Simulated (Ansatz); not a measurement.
# The perfect InSb wire along [110], 6 atoms a period, H-terminated, part 3 of 3

What gap, if any, does the InSb wire along [110], 6 atoms a period, H-terminated have, and how does it change with the functional and under strain?

Ansatz 0.2.0; DFT PBE, plane waves, PAW; relaxation of a wire's period; PAW set soft_1 (the session's first sound run).

So far, band gap (eV): step 3 (the wire at its relaxed period, PBE) 1.70; step 4 (another level of theory, cutoff 500 eV, k-mesh 1×1×13, r2SCAN PBE) 1.98; step 5 (another level of theory, level HSE06, cutoff 420 eV, HSE06 PBE) 2.47; step 6 (with spin-orbit coupling, k-mesh 1×1×11, PBE spin-orbit) 1.69.

**8. At a strained period, period over the relaxed period 0.97, k-mesh 1×1×13 (continued)**

Level of this step: DFT PBE, plane waves, PAW; relaxation at a fixed period; PAW set soft_1 (Ansatz).

Step by step:

| step | energy less that of the first step (eV) | largest force component (eV/Å) |
| --- | --- | --- |
| 1 | 0.0000 | 0.4341 |
| 2 | 0.1333 | 0.8433 |
| 3 | -0.0430 | 0.0423 |
| 4 | -0.0433 | 0.0263 |
| 5 | -0.0438 | 0.0059 |

Relaxation step 2 was tried and not accepted.

Forces are held to the 4 operations that the run works with; a distortion that breaks them can't arise in this run.

The atoms that moved most (Å):

| atom | dx | dy | dz | length |
| --- | --- | --- | --- | --- |
| H4 | 0.037 | 0.000 | -0.047 | 0.060 |
| H12 | 0.037 | 0.000 | 0.047 | 0.060 |
| H11 | -0.021 | 0.000 | -0.034 | 0.040 |
| H5 | -0.021 | 0.000 | 0.034 | 0.040 |
| H13 | -0.035 | -0.003 | 0.000 | 0.035 |
| H14 | -0.035 | 0.003 | 0.000 | 0.035 |
| In10 | 0.031 | 0.000 | 0.000 | 0.031 |
| In3 | -0.029 | -0.006 | 0.000 | 0.029 |

The relaxed structure:

```xyz
14
Lattice="13.8110 0.0000 0.0000 0.0000 14.3950 0.0000 0.0000 0.0000 4.6463" Properties=species:S:1:pos:R:3
Sb    4.6873    7.1975    0.0000
In    6.0560    9.7779    0.0000
In    6.0560    4.6171    0.0000
H    10.3725    7.1975    0.7446
H     3.5271    7.1975    1.2586
Sb    7.6637    9.3512    2.3231
Sb    7.6637    5.0438    2.3231
H     8.5671   10.8102    2.3231
H     8.5671    3.5848    2.3231
In    9.6553    7.1975    2.3231
H     3.5271    7.1975    3.3877
H    10.3725    7.1975    3.9016
H     4.9187   11.0914    0.0000
H     4.9187    3.3036    0.0000
```

This step gave:

| Property | Result |
| --- | --- |
| band gap | 1.595 eV |

The electronic bands at the labelled points (eV, zero at the Fermi level):

| point | band 43 | band 44 | band 45 | band 46 | band 47 | band 48 | band 49 | band 50 |
| --- | --- | --- | --- | --- | --- | --- | --- | --- |
| Γ | -1.93 | -1.74 | -1.38 | -0.80 | 0.80 | 0.92 | 1.55 | 2.06 |
| halfway | -2.60 | -2.18 | -2.01 | -1.65 | 1.73 | 1.95 | 2.28 | 2.32 |
| Z | -2.77 | -2.20 | -2.18 | -1.91 | 1.22 | 1.78 | 2.32 | 2.42 |

The gap is 1.59 eV, against 1.70 eV under PBE at the relaxed period.

**9. Strain along the wire, period over the relaxed period 0.94, k-mesh 1×1×14**

The period is set to 0.94 times the relaxed one and the atoms relax within it: strain changes bond lengths and angles, which shifts the bands against each other. Against the first PBE run of this kind, the mesh along the wire has 14 points against 17.

The cell differs from the one that the last finished run ended in (c 4.646 → 4.503 Å).

input.yaml reads:

```yaml
crystal:
  lattice:
    - [13.811, 0.0, 0.0]
    - [0.0, 14.395, 0.0]
    - [0.0, 0.0, 4.5025729861]
  atoms:
    - { symbol: Sb, position: [0.340630714, 0.5, 0.0] }
    - { symbol: In, position: [0.440580588, 0.678876944, 0.0] }
    - { symbol: In, position: [0.440580588, 0.321123056, 0.0] }
    - { symbol: H, position: [0.748369984, 0.5, 0.17047318] }
    - { symbol: H, position: [0.256903936, 0.5, 0.263573458] }
    - { symbol: Sb, position: [0.553010609, 0.649918007, 0.5] }
    - { symbol: Sb, position: [0.553010609, 0.350081993, 0.5] }
    - { symbol: H, position: [0.619197569, 0.750796188, 0.5] }
    - { symbol: H, position: [0.619197569, 0.249203812, 0.5] }
    - { symbol: In, position: [0.696846618, 0.5, 0.5] }
    - { symbol: H, position: [0.256903936, 0.5, 0.736426542] }
    - { symbol: H, position: [0.748369984, 0.5, 0.82952682] }
    - { symbol: H, position: [0.358694327, 0.770697052, 0.0] }
    - { symbol: H, position: [0.358694327, 0.229302948, 0.0] }
kpoints:
  mp_grid: { grid: [1, 1, 14] }
  band_path: { path: ["Γ", Z], npoints: 90 }
scf:
  occupations: { method: fermi_dirac, width: 0.05 }
hamiltonian:
  xc: pbe
  pseudopotentials: { kind: paw, azcp: { folder: soft_1 } }
relax:
  max_steps: 40
  f_tol: 0.02
output:
  stress: true
```

The run is started by

```bash
$ ansatz run input.yaml --threads 4 --pin off --max-ram 16384MiB --backend cpu --events-out ev --progress --plain --runs-dir out
```

Numbers of over 12 decimals in the logs are rounded to 6 here.

The program printed:

```text
[...]
Crystal: 14 atoms, lattice volume = 895.154 Å³
Basis set: ecut = 420 eV, 17533 PW (Γ), exchange–correlation on 192×200×64 points (8 copies of the dense FFT grid, shifted against one another)
Bands: 60, of which v1, the nominal top of the filled ones, is band 46 counted from 1 (45 counted from 0)
Symmetry: 4 space group operations
[...]
- { symbol: Sb, position: [0.556979, 0.350653, 0.500000] }
    - { symbol: H, position: [0.620719, 0.751672, 0.500000] }
    - { symbol: H, position: [0.620719, 0.248328, 0.500000] }
    - { symbol: In, position: [0.701803, 0.5, 0.500000] }
    - { symbol: H, position: [0.253955, 0.5, 0.721328] }
    - { symbol: H, position: [0.754121, 0.5, 0.852104] }
    - { symbol: H, position: [0.353336, 0.770104, 0] }
    - { symbol: H, position: [0.353336, 0.229896, 0] }
[key lines of the parts left out:]
SCF converged after 7 iterations
Free energy (F): -36370.914758 eV
Fermi energy:    -0.862939 eV
P = ⅓ Tr σ = 0.3423 GPa (3.423 kbar)
```

Run time: 1.8 min. Hardware: 4 threads of Arm Neoverse V2, shared host; peak memory 3 GiB.

Step by step:

| step | energy less that of the first step (eV) | largest force component (eV/Å) |
| --- | --- | --- |
| 1 | 0.0000 | 0.9310 |
| 2 | 0.1555 | 1.2990 |
| 3 | -0.1818 | 0.1248 |
| 4 | -0.1884 | 0.0373 |
| 5 | -0.1885 | 0.0232 |
| 6 | -0.1842 | 0.0950 |
| 7 | -0.1892 | 0.0042 |

Relaxation steps 2, 6 were tried and not accepted.

Forces are held to the 4 operations that the run works with; a distortion that breaks them can't arise in this run.

The atoms that moved most (Å):

| atom | dx | dy | dz | length |
| --- | --- | --- | --- | --- |
| H4 | 0.079 | 0.000 | -0.102 | 0.129 |
| H12 | 0.079 | 0.000 | 0.102 | 0.129 |
| H5 | -0.041 | 0.000 | 0.068 | 0.079 |
| H11 | -0.041 | 0.000 | -0.068 | 0.079 |
| H13 | -0.074 | -0.009 | 0.000 | 0.074 |
| H14 | -0.074 | 0.009 | 0.000 | 0.074 |
| In10 | 0.068 | 0.000 | 0.000 | 0.068 |
| In2 | -0.058 | 0.010 | 0.000 | 0.059 |

The relaxed structure:

```cif
data_structure
_symmetry_space_group_name_H-M 'P 1'
_symmetry_Int_Tables_number 1
_cell_length_a 13.8110
_cell_length_b 14.3950
_cell_length_c 4.5026
_cell_angle_alpha 90.000
_cell_angle_beta 90.000
_cell_angle_gamma 90.000
_cell_volume 895.15
loop_
_atom_site_label
_atom_site_type_symbol
_atom_site_fract_x
_atom_site_fract_y
_atom_site_fract_z
_atom_site_occupancy
Sb1 Sb 0.33818 0.50000 0.00000 1
In2 In 0.43639 0.67960 0.00000 1
In3 In 0.43639 0.32040 0.00000 1
H4 H 0.75412 0.50000 0.14790 1
H5 H 0.25396 0.50000 0.27867 1
Sb6 Sb 0.55698 0.64935 0.50000 1
Sb7 Sb 0.55698 0.35065 0.50000 1
H8 H 0.62072 0.75167 0.50000 1
H9 H 0.62072 0.24833 0.50000 1
In10 In 0.70180 0.50000 0.50000 1
H11 H 0.25396 0.50000 0.72133 1
H12 H 0.75412 0.50000 0.85210 1
H13 H 0.35334 0.77010 0.00000 1
H14 H 0.35334 0.22990 0.00000 1
```

This step gave:

* band gap: 1.336 eV

The gap is 1.34 eV, against 1.70 eV under PBE at the relaxed period.

**10. Summary of results**

```
cell length, PBE              : 4.790 Å
gap, PBE                      : 1.70 eV
gap, r2SCAN                   : 1.98 eV
gap, HSE06                    : 2.47 eV
gap, with spin-orbit coupling : 1.69 eV
gap, period scaled by 0.97    : 1.59 eV
gap, period scaled by 0.94    : 1.34 eV
```

Under PBE the cell's length is 4.79 Å, and a gap of 1.70 eV makes it a semiconductor. At the relaxed period the wire is gapped under every functional, from 1.70 eV (PBE) to 2.47 eV (HSE06). Weak screening in one dimension makes quasiparticle gaps larger than the semilocal gaps, as a rule. Strain matters: under PBE the gap goes from 1.70 eV to 1.34 eV at 0.94 times the period and 1.59 eV at 0.97 times the period. Plain hydrogen on a compound's surface is a simple closure: it may leave surface states, and facets that end in unlike atoms put a field across the wire, both of which shrink the gap. A hybrid's gap is read on a coarse mesh, without a band path.

[Logs are printed without paths, hosts, clocks, repeated set-up lines and the standing remarks that a program may print on its own settings, such as how far it seeks lower states.]

[Hosts, paths, dates, database ids (printed as entryN), source tags and the programs' standing remarks are cut or masked in the printed files.]
